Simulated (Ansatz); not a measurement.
**How cost and error scale: Pnnm (COD entry) AlH3, size series (48 atoms) repeated**

Aim: repeat one cell of Pnnm (COD entry) AlH3, size series (48 atoms) to ever larger supercells at Γ and follow error, time and memory.

Program: Ansatz 0.2.0. Level of theory: Kohn-Sham DFT, LDA, PAW (set soft_2), plane waves. Results are calculated unless marked as measured.

Most raw output is cut from this account.

### 1. Set-up

The cell holds 48 atoms: 12 Al and 36 H. Cell: a = 10.761 Å, b = 7.356 Å, c = 5.775 Å, α = 90.0°, β = 90.0°, γ = 90.0°. It derives from AlH3 (Pnnm, COD entry), repeated 2×1×1. Pnnm (COD entry) AlH3 (cell 5.381, 7.356, 5.775, 90, 90, 90), 2 x 1 x 1 conventional cells; ideal positions.

What the set-up can't give: The cell is under 6 Å thick along one periodic direction, so every atom has periodic images of itself close by, which move with it and show among its neighbours and in g(r).

### 2. Plane waves, typed cell on a dense mesh

The typed cell on a k-mesh is the yardstick: it samples like Γ on the cell repeated as often as the mesh has points along each axis. Its own convergence isn't tested.

input.yaml reads:

```yaml
crystal:
  lattice:
    - [10.7612, 0.0, 0.0]
    - [0.0, 7.3555, 0.0]
    - [0.0, 0.0, 5.7751]
  atoms:
    - { symbol: Al, position: [0.0, 0.0, 0.5] }
    - { symbol: Al, position: [0.25, 0.5, 0.0] }
    - { symbol: Al, position: [0.39371, 0.08486, 0.0] }
    - { symbol: Al, position: [0.10629, 0.91514, 0.0] }
    - { symbol: Al, position: [0.35629, 0.58486, 0.5] }
    - { symbol: Al, position: [0.14371, 0.41514, 0.5] }
    - { symbol: H, position: [0.0, 0.5, 0.5] }
    - { symbol: H, position: [0.25, 0.0, 0.0] }
[... 36 atom lines left out ...]
    - { symbol: H, position: [0.8125, 0.2775, 0.0] }
    - { symbol: H, position: [0.6875, 0.7225, 0.0] }
    - { symbol: H, position: [0.9375, 0.7775, 0.5] }
    - { symbol: H, position: [0.5625, 0.2225, 0.5] }
kpoints:
  mp_grid: { grid: [2, 4, 5] }
hamiltonian:
  xc: lda
scf:
  occupations: { method: fermi_dirac, width: 0.025 }
output:
  forces: true
  stress: true
  populations: true
  dos:
    method: { smearing: { sigma: 0.1 } }
    de: 0.1
    projected: { site_lists: { Al: [Al], H: [H] } }
  eigenvalues: true
```

Command:

```console
$ ansatz run input.yaml --threads 8 --pin off --max-ram 15872MiB --backend cpu --events-out ev --progress --plain --runs-dir out
```

Wall time 8.5 s (8 threads of Arm Neoverse V2, shared host); peak memory 2 GiB.

Read from the output:

```
free energy                                      : -6715.2342 eV
free energy per atom                             : -139.9007 eV/atom
SCF cycles                                       : 6
pressure                                         : -1.935 GPa
r.m.s. force component                           : 0.3432 eV/Å
longest force                                    : 0.7591 eV/Å
Fermi energy                                     : 2.071 eV
gap (highest filled to lowest empty level) : 2.685 eV
spilling of the projection                       : 0.01151
```

The r.m.s. force component of 0.34 eV/Å sets the scale for the differences below.

### 3. Plane waves, 48 atoms

The typed cell is solved at Γ alone, the coarsest sampling of the series.

input.yaml, the sections that differ from step 2:

```yaml
kpoints:
  mp_grid: { grid: [1, 1, 1] }
output:
  forces: true
  eigenvalues: true
# crystal, hamiltonian, scf: as in step 2
```

Elapsed: 0.5 s, on 8 threads; peak memory 0.4 GiB; 2.4 s of CPU time.

The energy lies 42.3 meV/atom below the dense-mesh reference.

### 4. Support functions, 48 atoms

The typed cell is solved at Γ alone, now in support functions.

This step: Kohn-Sham DFT, LDA, PAW (set soft_2), localised support functions (medium) (Ansatz 0.2.0).

Changes to input.yaml since step 3:

```diff
@@ -13,2 +13,4 @@
   occupations: { method: fermi_dirac, width: 0.025 }
+  eigensolver: { kind: { support_functions: { accuracy: medium } } }
+  max_iter: 150
 output:
```

It took 7.2 s on 8 threads; peak memory 0.81 GiB; 51 s of CPU time.

The program notes that the band table was not solved further than the SCF left it and it switched symmetry off.

It converged in 9 SCF cycles; the log is left out.

The energy lies 43.9 meV/atom below the dense-mesh reference, and 1.7 meV/atom below plane waves of the same size, an offset between the two bases that leaves the sampling error alike.

### 5. Plane waves, 288 atoms

The cell is repeated and solved at Γ in plane waves, whose cost grows towards the cube of the size.

This step: Kohn-Sham DFT, LDA, PAW (set soft_2), plane waves (Ansatz 0.2.0).

input.yaml, the sections that differ from step 4:

```yaml
crystal:
  lattice:
    - [10.7612, 0.0, 0.0]
    - [0.0, 7.3555, 0.0]
    - [0.0, 0.0, 5.7751]
  atoms:
    [... the 48 atom lines of step 2 ...]
  supercell: [1, 2, 3]
scf:
  occupations: { method: fermi_dirac, width: 0.025 }
# kpoints, hamiltonian, output: as in step 4
```

Run time: 13 s. Hardware: 8 threads; peak memory 3.3 GiB.

The energy lies 1.02 meV/atom above the dense-mesh reference.

### 6. Support functions, 288 atoms

The repeated cell is solved at Γ in support functions.

This step: Kohn-Sham DFT, LDA, PAW (set soft_2), localised support functions (medium) (Ansatz 0.2.0).

Changes to input.yaml since step 5:

```diff
@@ -14,2 +14,4 @@
   occupations: { method: fermi_dirac, width: 0.025 }
+  eigensolver: { kind: { support_functions: { accuracy: medium } } }
+  max_iter: 150
 output:
```

The job ended after 49 s (8 threads; peak memory 3.9 GiB).

It converged in 9 SCF cycles; the log is left out.

The energy lies 0.662 meV/atom below the dense-mesh reference, and 1.7 meV/atom below plane waves of the same size, an offset between the two bases that leaves the sampling error alike.

### 7. Support functions, 1152 atoms

Changes to input.yaml since step 6:

```diff
@@ -7,3 +7,3 @@
     [... the 48 atom lines of step 2 ...]
-  supercell: [1, 2, 3]
+  supercell: [2, 3, 4]
 kpoints:
```

Elapsed: 4.8 min, on 8 threads; peak memory 9.9 GiB.

It converged in 11 SCF cycles; the log is left out.

The energy lies 1.62 meV/atom below the dense-mesh reference.

### 8. Truncated density matrix, 1152 atoms

Cutting the density matrix at a range is meant to remove the step that grows fastest with size; it needs a cell with a gap.

This step: Kohn-Sham DFT, LDA, PAW (set soft_2), localised support functions (medium), truncated density matrix (Ansatz 0.2.0).

input.yaml, the sections that differ from step 7:

```yaml
scf:
  occupations: { method: fermi_dirac, width: 0.025 }
  eigensolver:
    kind:
      support_functions: { accuracy: medium, density_matrix: { truncated: {} } }
    mixed_precision: true
  max_iter: 150
output:
  forces: true
# crystal, kpoints, hamiltonian: as in step 7
```

The job ended after 16 min (8 threads; peak memory 14 GiB; 2.1 h of CPU time).

The program notes that the search for missed states was only partial.

The energy lies 1.62 meV/atom below the dense-mesh reference.

### 9. Cost and error against size

Differences are against the typed cell on a 2×4×5 mesh, which samples like Γ on 1920 atoms (r.m.s. force component 0.343 eV/Å, gap 2.68 eV). Every repeated cell is solved at Γ, and forces are averaged over the copies of each atom. Hardware: 8 threads of Arm Neoverse V2, shared host.

| atoms | repeats | basis | Δ force, r.m.s. (meV/Å) | Δ energy (meV/atom) | less plane waves of the same size (meV/atom) | gap (eV) | spread among copies (meV/Å) | SCF cycles | time | host memory (GiB) |
| --- | --- | --- | --- | --- | --- | --- | --- | --- | --- | --- |
| 48 | 1×1×1 | plane waves | 137 | -42.3 | - | 3.05 | - | 6 | 0.5 s | 0.4 |
| 48 | 1×1×1 | support functions | 137 | -43.9 | -1.7 | 3.05 | - | 9 | 7.2 s | 0.81 |
| 288 | 1×2×3 | plane waves | 11.1 | 1.02 | - | 2.82 | 0 | 6 | 13 s | 3.3 |
| 288 | 1×2×3 | support functions | 11.1 | -0.662 | -1.7 | 2.82 | 0.013 | 9 | 49 s | 3.9 |
| 1152 | 2×3×4 | support functions | 0.437 | -1.62 | - | 2.65 | 0.14 | 11 | 4.8 min | 9.9 |
| 1152 | 2×3×4 | truncated density matrix | 0.433 | -1.62 | - | - | 0.14 | 12 | 16 min | 14 |

### 10. What the reference run shows

With the settings judged, the reference run is read for its physics.

Length of the force by element:

| element | coordination | atoms | mean length of the force (eV/Å) | spread | least | most |
| --- | --- | --- | --- | --- | --- | --- |
| Al | all | 12 | 0.338 | 0.239 | 0 | 0.507 |
| H | all | 36 | 0.604 | 0.222 | 0 | 0.759 |

Löwdin charges by element (they lack the spilled electrons, 0.017 e an atom on average):

| element | coordination | atoms | mean charge (e) | spread | least | most |
| --- | --- | --- | --- | --- | --- | --- |
| Al | all | 12 | 0.609 | 0.0021 | 0.606 | 0.611 |
| H | all | 36 | -0.180 | 0.0301 | -0.234 | -0.156 |

States in the cell by windows of 1 eV, zero at the Fermi level; the larger projections on atomic orbitals stand beside the total:

| from (eV) | to (eV) | total | H s | Al p | Al s |
| --- | --- | --- | --- | --- | --- |
| -11 | -10 | 1.0 | 0.5 | 0.1 | 0.4 |
| -10 | -9 | 6.4 | 3.0 | 1.1 | 2.1 |
| -9 | -8 | 2.5 | 1.2 | 0.6 | 0.7 |
| -8 | -7 | 6.1 | 3.0 | 1.5 | 1.6 |
| -7 | -6 | 6.6 | 3.2 | 1.9 | 1.4 |
| -6 | -5 | 8.6 | 4.4 | 3.6 | 0.5 |
| -5 | -4 | 13.8 | 7.6 | 5.6 | 0.4 |
| -4 | -3 | 9.8 | 6.3 | 3.0 | 0.4 |
| -3 | -2 | 13.4 | 10.0 | 2.7 | 0.5 |
| -2 | -1 | 3.7 | 3.3 | 0.4 | 0.1 |
| -1 | 1 | 0.0 | 0.0 | 0.0 | 0.0 |
| 1 | 2 | 3.4 | 0.4 | 1.0 | 1.8 |
| 2 | 3 | 8.9 | 1.2 | 3.1 | 3.7 |
| 3 | 4 | 13.4 | 1.8 | 5.1 | 2.1 |
| 4 | 5 | 12.0 | 1.6 | 5.2 | 1.1 |

The levels nearest the highest filled one (over half full), pooled over k-points and spins:

| level less the highest filled one (eV) | occupation |
| --- | --- |
| -0.0732 | 2 |
| -0.0732 | 2 |
| -0.067 | 2 |
| -0.067 | 2 |
| 0 | 2 |
| 0 | 2 |
| 2.68 | 0 |
| 2.68 | 0 |
| 2.78 | 0 |
| 2.78 | 0 |
| 2.80 | 0 |
| 2.88 | 0 |

Mean Löwdin charges: Al +0.61, H -0.18 e (they miss 1.2 % of the electrons, so they add up to more than the cell's charge). The largest share in the top eV of filled states is H s (84 % of the projected weight), and in the lowest eV of empty states Al s (55 % of the projected weight).

### 11. Summary of results

```json
{
  "free energy per atom": "-139.9007 eV/atom",
  "density": "1.308 g/cm³",
  "pressure": "-1.935 GPa",
  "r.m.s. force component": "0.3432 eV/Å",
  "gap (highest filled to lowest empty level)": "2.685 eV",
  "wall time of the 7 DFT runs": "22 min"
}
```

Repeating the cell at Γ samples more k-points: in plane waves the energy difference from the dense mesh goes from -42.3 meV/atom at 48 atoms to 1.02 at 288, and the force difference from 137 to 11 meV/Å; the gap goes from 3.05 to 2.82 eV. At 1152 atoms truncation (run in mixed precision) changes the energy by +0.0006 meV/atom and takes 3.4 times the time of the full density matrix. At equal size the support functions lie 1.7 meV/atom below plane waves, likely because their grid holds more waves than 420 eV; no run tests this. At the largest size the support functions' forces differ from the reference by 0.13 % of the r.m.s. force, which holds the difference of sampling between the two as well as that of the basis. In some support-function runs the search for missed states was left out or partial. Plane waves may use the symmetry of this cell, which the support-function runs switch off.

Between filled and empty levels lie 2.68 eV (on the run's k-points); a local or semilocal functional tends to put such gaps too low.

Caveats: The geometry starts from published positions and isn't relaxed at this level: its force components are 0.34 eV/Å r.m.s. The stress is far from hydrostatic: its diagonal is -3.0, 1.9, -4.7 GPa, compression counted positive. The pressure of -1.9 GPa belongs to a cell and atoms that aren't relaxed at this level.

[Logs are printed without paths, hosts, clocks, repeated set-up lines and the standing remarks that a program may print on its own settings, such as how far it seeks lower states.]

[Hosts, paths, dates, database ids (printed as entryN), source tags and the programs' standing remarks are cut or masked in the printed files.]
